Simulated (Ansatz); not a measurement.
**Hf2CF2 monolayer: from the cell to its phonons**

Aim: the vibrations of Hf2CF2 monolayer, their spectra, and whether the structure is stable.

Method: DFT PBEsol, scalar-relativistic, plane waves, PAW; PAW set soft_1, in Ansatz 0.2.0.

### Step 1. Starting point

The cell holds 5 atoms: 1 C, 2 Hf and 2 F. Its edges and angles: a = 3.260 Å, b = 3.260 Å, c = 20.000 Å, α = 90.0°, β = 90.0°, γ = 120.0°. Vacuum lies along c.

As a file:

```cif
data_structure
_symmetry_space_group_name_H-M 'P 1'
_symmetry_Int_Tables_number 1
_cell_length_a 3.2600
_cell_length_b 3.2600
_cell_length_c 20.0000
_cell_angle_alpha 90.000
_cell_angle_beta 90.000
_cell_angle_gamma 120.000
_cell_volume 184.08
loop_
_atom_site_label
_atom_site_type_symbol
_atom_site_fract_x
_atom_site_fract_y
_atom_site_fract_z
_atom_site_occupancy
C1 C 0.00000 0.00000 0.50000 1
Hf2 Hf 0.33333 0.66667 0.56000 1
Hf3 Hf 0.66667 0.33333 0.44000 1
F4 F 0.66667 0.33333 0.61750 1
F5 F 0.33333 0.66667 0.38250 1
```

### Step 2. Rough relaxation

A rough relaxation comes first, because large forces or stress need no tight tolerances yet.

The program solves this slab on a cell height of its own, 33.2 Å, in place of the one typed.

input.yaml

```yaml
crystal:
  lattice:
    - [3.26, 0.0, 0.0]
    - [-1.63, 2.82324, 0.0]
    - [0.0, 0.0, 20.0]
  atoms:
    - { symbol: C, position: [0.0, 0.0, 0.5] }
    - { symbol: Hf, position: [0.333333, 0.666667, 0.56] }
    - { symbol: Hf, position: [0.666667, 0.333333, 0.44] }
    - { symbol: F, position: [0.666667, 0.333333, 0.6175] }
    - { symbol: F, position: [0.333333, 0.666667, 0.3825] }
  periodic: [true, true, false]
kpoints:
  mp_grid: { grid: [9, 9, 1] }
hamiltonian:
  xc: pbesol
  pseudopotentials: { kind: paw, azcp: { folder: soft_1 }, xc_functional: pbe }
scf:
  occupations: { method: gaussian, width: 0.1 }
output:
  forces: true
  stress: true
  eigenvalues: true
relax:
  adjacent_minimum: "off"
  f_tol: 0.05
  max_steps: 80
  cell: { stress_2d_tol: 0.02 }
```

Started as:

```sh
$ ansatz run input.yaml --threads 4 --pin off --max-ram 16384MiB --backend cpu --events-out ev --progress --plain --runs-dir out
```

Numbers of over 12 decimals in the logs are rounded to 6 here.

Output:

```text
[...]
cell:  # Å, volume = 301.2202 Å³
    - [3.236739, 0.0, 0]
    - [-1.618370, 2.803098, 0]
    - [0, 0, 33.2]
  atoms:
    - { symbol: C, position: [0, 0, 0.301205] }
    - { symbol: Hf, position: [0.333333, 0.666667, 0.337120] }
    - { symbol: Hf, position: [0.666667, 0.333333, 0.265290] }
    - { symbol: F, position: [0.666667, 0.333333, 0.377368] }
    - { symbol: F, position: [0.333333, 0.666667, 0.225042] }
[key lines of the parts left out:]
SCF converged after 7 iterations
Free energy (F): -33050.672368 eV
Fermi energy:    -3.782267 eV
P = ½ c Tr σ = -0.0022 N/m
```

The job ended after 24 s (4 threads of Arm Neoverse V2, shared host; peak memory 0.76 GiB; 85 s of CPU time).

The steps of the relaxation:

```
step  energy less that of the first step (eV)  largest force component (eV/Å)  volume (Å³)
   1                                   0.0000                          1.8383       305.56
   2                                  -0.3303                          0.1404       298.80
   3                                  -0.3326                          0.0642       301.90
   4                                  -0.3329                          0.0936       301.41
   5                                  -0.3332                          0.0006       301.32
  6*                                  -0.3315                          0.0004       301.32
   7                                  -0.3315                          0.0001       301.22
  8*                                  -0.3315                          0.0001       301.22
```

Relaxation steps marked * repeat the geometry before them on a plane-wave basis chosen anew for their cell, so energy and pressure can jump there.

Forces are held to the 12 operations that the run works with; a distortion that breaks them can't arise in this run.

```
cell as run  before  after  change
      a (Å)   3.260  3.237  -0.7 %
      b (Å)   3.260  3.237  -0.7 %
```

The atoms that moved most (Å, along periodic axes as changes of fractional coordinates times the final cell, across vacuum about the mean position):

```
atom     dx     dy      dz  length
  F5  0.000  0.000  -0.179   0.179
  F4  0.000  0.000   0.179   0.179
 Hf3  0.000  0.000   0.008   0.008
 Hf2  0.000  0.000  -0.008   0.008
```

The relaxed structure:

```xyz
5
Lattice="3.2367 0.0000 0.0000 -1.6184 2.8031 0.0000 0.0000 0.0000 33.2000" Properties=species:S:1:pos:R:3
C     0.0000    0.0000   10.0000
Hf    0.0000    1.8687   11.1924
Hf    1.6184    0.9344    8.8076
F     1.6184    0.9344   12.5286
F     0.0000    1.8687    7.4714
```

Numbers from this step:

```yaml
gap_on_the_k_mesh: 0 eV
area_per_atom: 1.815 Å²
```

The relaxation ends with a largest force component of 7.3e-5 eV/Å.

### Step 3. Bringing the structure to rest

The cell and atoms are relaxed, since residual forces and stress would shift the frequencies.

input.yaml

```yaml
crystal:
  lattice:
    - [3.236739203, 0.0, 0.0]
    - [-1.6183696015, 2.8030983752, 0.0]
    - [0.0, 0.0, 33.2]
  atoms:
    - { symbol: C, position: [0.0, 0.0, 0.3012048193] }
    - { symbol: Hf, position: [0.3333333333, 0.6666666667, 0.337119808] }
    - { symbol: Hf, position: [0.6666666667, 0.3333333333, 0.2652898305] }
    - { symbol: F, position: [0.6666666667, 0.3333333333, 0.3773677307] }
    - { symbol: F, position: [0.3333333333, 0.6666666667, 0.2250419079] }
  periodic: [true, true, false]
kpoints:
  mp_grid: { grid: [12, 12, 1] }
hamiltonian:
  xc: pbesol
  pseudopotentials: { kind: paw, azcp: { folder: soft_1 }, xc_functional: pbe }
scf:
  occupations: { method: gaussian, width: 0.1 }
output:
  forces: true
  stress: true
  eigenvalues: true
  write_density: true
  write_potential: true
  elf: true
  volumetric_format: npy
relax:
  adjacent_minimum: "off"
  f_tol: 0.005
  max_steps: 80
  cell: { stress_2d_tol: 0.02 }
```

Output:

```text
[...]
Crystal: 5 atoms, lattice volume = 301.220 Å³
Basis set: ecut = 420 eV, 6003 PW (Γ), exchange–correlation on 48×48×450 points (8 copies of the dense FFT grid, shifted against one another)
Bands: 42, of which v1, the nominal top of the filled ones, is band 35 counted from 1 (34 counted from 0)
Symmetry: 12 space group operations
[...]
k-points: 19 of 144
[...]
SCF iter   1: F=—  HF=-33055.434563 eV  |F-HF|=—  |Δ(HF+E_count)|=         —  Δρ=5.51e-2  dr2=1.78e1  ethr=3.10e-3  ⟨swp⟩=12.3  Hψ=4900  notcnv=0  defer=1
[...]
SCF iter  11: F=-33050.659220 eV  HF=-33050.659220 eV  |F-HF|=7.64e-8  |Δ(HF+E_count)|=   2.33e-7  Δρ=1.81e-6  dr2=7.31e-9  ethr=1.00e-12  ⟨swp⟩=13.0  Hψ=19110  notcnv=0
SCF 1 converged in 11 iterations: F = -33050.659220 eV  dr2 = 7.31e-9
  Residual-converged pass: ⟨swp⟩=3.8  Hψ=1325  notcnv=0  max |occ|·‖R‖ = 7.1e-9 eV (tolerance 1.0e-8 eV)  dr2=7.31e-9  dr2_onsite=1.43e-9  max |Δocc| = 1.1e-13
[...]
relax step   1: F+E_penalty+E_count = -33050.65922028 eV  Δ(F+E_penalty+E_count) = +0.000e0 eV  max|allowed force component| = 1.493e-1 eV/Å  Δτ_max = 0.0000 Å  P = -0.089 N/m  Ω = 301.220 Å³  fix = [c, alpha, beta]  reactions: c -0.000 N/m  (11 SCF iters, dr2 threshold 1.00e-7 eV, accepted)
Crystal: 5 atoms, lattice volume = 300.238 Å³
[...]
SCF iter   6: F=-33050.659043 eV  HF=-33050.659043 eV  |F-HF|=6.24e-8  |Δ(HF+E_count)|=   2.30e-7  Δρ=4.22e-6  dr2=4.23e-8  ethr=3.41e-10  ⟨swp⟩=18.9  Hψ=10752  notcnv=0
SCF 2 converged in 6 iterations: F = -33050.659043 eV  dr2 = 4.23e-8
relax step   2: F+E_penalty+E_count = -33050.65904303 eV  Δ(F+E_penalty+E_count) = +1.772e-4 eV  max|allowed force component| = 1.742e-1 eV/Å  Δτ_max = 0.0129 Å  P = -0.094 N/m  Ω = 300.238 Å³  energy of the carried Pulay correction = +4.712e-4 eV  fix = [c, alpha, beta]  (6 SCF iters, dr2 threshold 5.00e-7 eV, rejected (line search))
Crystal: 5 atoms, lattice volume = 300.910 Å³
[...]
SCF iter  10: F=-33050.660113 eV  HF=-33050.660113 eV  |F-HF|=7.28e-12  |Δ(HF+E_count)|=  2.69e-10  Δρ=3.12e-8  dr2=2.97e-12  ethr=1.00e-12  ⟨swp⟩=14.8  Hψ=7622  notcnv=0
SCF 3 converged in 10 iterations: F = -33050.660113 eV  dr2 = 2.97e-12
relax step   3: F+E_penalty+E_count = -33050.66011289 eV  Δ(F+E_penalty+E_count) = -8.926e-4 eV  max|allowed force component| = 7.461e-3 eV/Å  Δτ_max = 0.0048 Å  P = -0.045 N/m  Ω = 300.910 Å³  energy of the carried Pulay correction = +1.487e-4 eV  fix = [c, alpha, beta]  reactions: c -0.000 N/m  (10 SCF iters, accepted)
[...]
relax step   4: F+E_penalty+E_count = -33050.66017462 eV  Δ(F+E_penalty+E_count) = -6.173e-5 eV  max|allowed force component| = 2.126e-3 eV/Å  Δτ_max = 0.0011 Å  P = -0.012 N/m  Ω = 300.798 Å³  energy of the carried Pulay correction = +2.027e-4 eV  fix = [c, alpha, beta]  reactions: c -0.000 N/m  (5 SCF iters, dr2 threshold 3.48e-9 eV, accepted)
[...]
SCF iter   7: F=-33050.659944 eV  HF=-33050.659944 eV  |F-HF|=8.00e-11  |Δ(HF+E_count)|=  1.24e-10  Δρ=4.04e-8  dr2=2.76e-12  ethr=1.00e-12  ⟨swp⟩=17.0  Hψ=12573  notcnv=0
WARN: eigensolver did not converge (k=1): 1 band(s) unlocked after 108 sweeps at occupation × residual norm < 1.00e-8 eV (lowest unlocked band 3, counted from 0, weighed at 2.000 electrons; max residual 1.50e-8 eV among the unlocked bands, 6.39e-7 eV over every band, not weighted by occupation; other slots of this pass that fall short are told together in one closing line; warning suppressed for the rest of this close's residual-converged pass)
SCF 5 converged in 7 iterations: F = -33050.659944 eV  dr2 = 2.76e-12
[...]
relax step   5: F+E_penalty+E_count = -33050.65994437 eV  Δ(F+E_penalty+E_count) = +2.303e-4 eV  max|allowed force component| = 2.097e-3 eV/Å  Δτ_max = 0.0000 Å  P = -0.017 N/m  Ω = 300.798 Å³  fix = [c, alpha, beta]  reactions: c -0.000 N/m  stress off target by 1.73e-2 N/m on what of the cell is left free  SCF on the basis re-selected at this cell (its energy is not comparable with the rows above)  (7 SCF iters)
[...]
WARN: The input density's exchange-correlation potential varies sharply where the density is thin. Do not read a vacuum level from v_tot or v_xc, or from such a field of the output density. On a cell that repeats whose density bears no net charge and no dipole along the vacuum's axis use v_es (v_loc + v_h of the components); under efield.dipole_correction with no amplitude use v_es + v_field, which holds any external [...]
SCF converged after 7 iterations
Free energy (F): -33050.659944 eV
[...]
Internal energy: -33050.652261 eV  (E = F + TS)
E sigma→0 (E₀):  -33050.656103 eV
Entropy (-TS):   -0.007683 eV (-1.537 meV/atom)
Fermi energy:    -3.657400 eV
[...]
--- Forces (eV/Å), atoms counted from 1 ---
  atom   1  C      0.00000000    -0.00000000     0.00000000
  atom   2  Hf     0.00000000     0.00000000    -0.00090630
  atom   3  Hf     0.00000000    -0.00000000     0.00090630
  atom   4  F     -0.00000000    -0.00000000    -0.00209712
  atom   5  F     -0.00000000     0.00000000     0.00209712
  max |Σ_I F_I| component: 1.85e-17 eV/Å
--- 2D stress c σ (N/m, compression-positive) ---
       -0.017340      -0.000000      -0.000000
       -0.000000      -0.017340      -0.000000
       -0.000000      -0.000000      -0.000000
  P = ½ c Tr σ = -0.0173 N/m
--- Band table (eV; the first three rows and the last of 19) ---
  k-point 0: bands = [... 31 lower, -8.5494, -7.0118, -7.0118, -3.3786, -3.3786, -3.0524, -2.1632, -2.0054, ... 3 higher]
  k-point 1: bands = [... 31 lower, -8.4710, -7.2646, -7.0327, -3.7088, -3.2077, -2.9950, -1.9403, -1.8796, ... 3 higher]
  k-point 2: bands = [... 31 lower, -8.2926, -7.7828, -7.0700, -4.3525, -2.8168, -2.7181, -1.7717, -1.5767, ... 3 higher]
  k-point 18: bands = [... 31 lower, -8.4493, -8.4493, -7.4273, -3.1789, -2.3067, -2.3067, -0.6445, 0.0223, ... 3 higher]
  ° read free of the cell's end (the report's vacuum.weakly_bound_levels)
--- Relaxed structure (4 steps of the walk, 3 accepted, 1 SCFs on fresh bases) ---
[...]
cell:  # Å, volume = 300.7975 Å³
    - [3.234467, 0, 0]
    - [-1.617234, 2.801131, 0]
    - [0, 0, 33.2]
  atoms:
    - { symbol: C, position: [0, 0, 0.30120481928] }
    - { symbol: Hf, position: [0.333333, 0.666667, 0.337270] }
    - { symbol: Hf, position: [0.666667, 0.333333, 0.265139] }
    - { symbol: F, position: [0.666667, 0.333333, 0.377386] }
    - { symbol: F, position: [0.333333, 0.666667, 0.225024] }
```

Run time: 26 s. Hardware: 4 threads; peak memory 0.79 GiB.

Little changed from the start: no atom moved by 0.005 Å and no cell edge by 0.1 %.

Numbers from this step:

| Item | Value |
| --- | --- |
| area per atom | 1.812 Å² |

ELF in the ac plane at fractional y = 0.333, with atoms of Hf and F within 0.2 Å of it. It is the smooth field of the valence electrons, not physical close to the nuclei.

Ten even steps from '0' (0.00) to '9' (0.81), each cell a mean:
```
00000000000000000
00000000000000000
00000000000000000
00000000000000000
00000000000000000
00000000000000000
00000000000000000
00000000000000000
00000000000000000
00000000000000000
00000000000000000
00000000000000000
00000000000000000
00000000001110000
20000136788888875
12222112355555432
45555543333333334
22343224799999863
24554321112222111
01111100000000000
00000000000000000
00000000000000000
00000000000000000
00000000000000000
```
Columns run along a (3.2 Å), rows up along c (33.2 Å). Atoms in or near the plane, at fractional coordinates: Hf at (0.67, 0.27), F at (0.67, 0.38).

Electrostatic potential energy in the ac plane at fractional y = 0.333, with atoms of Hf and F within 0.2 Å of it. With pseudopotentials it is smooth inside the atoms' cores, unlike the true potential.

Ten even steps from '_' (-28 eV) to '@' (0 eV), each cell a mean:
```
@@@@@@@@@@@@@@@@@@@@@@@@@@@@@@@@@@
@@@@@@@@@@@@@@@@@@@@@@@@@@@@@@@@@@
@@@@@@@@@@@@@@@@@@@@@@@@@@@@@@@@@@
@@@@@@@@@@@@@@@@@@@@@@@@@@@@@@@@@@
@@@@@@@@@@@@@@@@@@@@@@@@@@@@@@@@@@
@@@@@@@@@@@@@@@@@@@@@@@@@@@@@@@@@@
@@@@@@@@@@@@@@@@@@@@@@@@@@@@@@@@@@
@@@@@@@@@@@@@@@@@@@@@@@@@@@@@@@@@@
@@@@@@@@@@@@@@@@@@@@@@@@@@@@@@@@@@
@@@@@@@@@@@@@@@@@@@@@@@@@@@@@@@@@@
@@@@@@@@@@@@@@@@@@@@@@@@@@@@@@@@@@
@@@@@@@@@@@@@@@@@@@@@@@@@@@@@@@@@@
@@@@@@@@@@@@@@@@@@@@@@@@@@@@@@@@@@
@@@@@@@@@@@@@@@@@@@@@@@@@@@@@@@@@@
@@@@@@@@@@@@@@@@**==------==++##@@
**++======++**##**++++++++++**##**
##**********########******########
++##%%%%##**==..________________::
%%%%%%%%%%%%%%##****++++++++**####
@@@@@@@@@@@@@@@@@@@@@@@@@@@@@@@@@@
@@@@@@@@@@@@@@@@@@@@@@@@@@@@@@@@@@
@@@@@@@@@@@@@@@@@@@@@@@@@@@@@@@@@@
@@@@@@@@@@@@@@@@@@@@@@@@@@@@@@@@@@
@@@@@@@@@@@@@@@@@@@@@@@@@@@@@@@@@@
```
Columns run along a (3.2 Å; values clipped at the 3rd and 97th percentile), rows up along c (33.2 Å). Atoms in or near the plane, at fractional coordinates: Hf at (0.67, 0.27), F at (0.67, 0.38).

Valence density in the ac plane at fractional y = 0.333, with atoms of Hf and F within 0.2 Å of it. It is the smooth field of the valence electrons, not physical close to the nuclei.

Values in e/Å³, 24 rows by 14 columns, each cell a mean:
```
 0  0  0  0  0  0  0  0  0  0  0  0  0  0
 0  0  0  0  0  0  0  0  0  0  0  0  0  0
 0  0  0  0  0  0  0  0  0  0  0  0  0  0
 0  0  0  0  0  0  0  0  0  0  0  0  0  0
 0  0  0  0  0  0  0  0  0  0  0  0  0  0
 0  0  0  0  0  0  0  0  0  0  0  0  0  0
 0  0  0  0  0  0  0  0  0  0  0  0  0  0
 0  0  0  0  0  0  0  0  0  0  0  0  0  0
 0  0  0  0  0  0  0  0  0  0  0  0  0  0
 0  0  0  0  0  0  0  0  0  0  0  0  0  0
 0  0  0  0  0  0  0  0  0  0  0  0  0  0
 0  0  0  0  0  0  0  0  0  0  0  0  0  0
 0  0  0  0  0  0  0  0  0  0  0  0  0  0
 0  0  0  0  0  0  0  0  0  0  0  0  0  0
 0  0  0  0  0  0  0  1  3  5  5  2  1  0
 0  0  0  0  0  0  0  1  1  2  2  1  1  0
 0  1  1  1  0  0  0  0  0  0  0  0  0  0
 0  0  0  0  0  1  2  6 16 26 22 11  3  1
 0  0  0  0  0  0  0  0  1  1  1  0  0  0
 0  0  0  0  0  0  0  0  0  0  0  0  0  0
 0  0  0  0  0  0  0  0  0  0  0  0  0  0
 0  0  0  0  0  0  0  0  0  0  0  0  0  0
 0  0  0  0  0  0  0  0  0  0  0  0  0  0
 0  0  0  0  0  0  0  0  0  0  0  0  0  0
```
Columns run along a (3.2 Å), rows up along c (33.2 Å). Atoms in or near the plane, at fractional coordinates: Hf at (0.67, 0.27), F at (0.67, 0.38).

[end of part 1 of 3]

[Logs are printed without paths, hosts, clocks, repeated set-up lines and the standing remarks that a program may print on its own settings, such as how far it seeks lower states.]

[Hosts, paths, dates, database ids (printed as entryN), source tags and the programs' standing remarks are cut or masked in the printed files.]
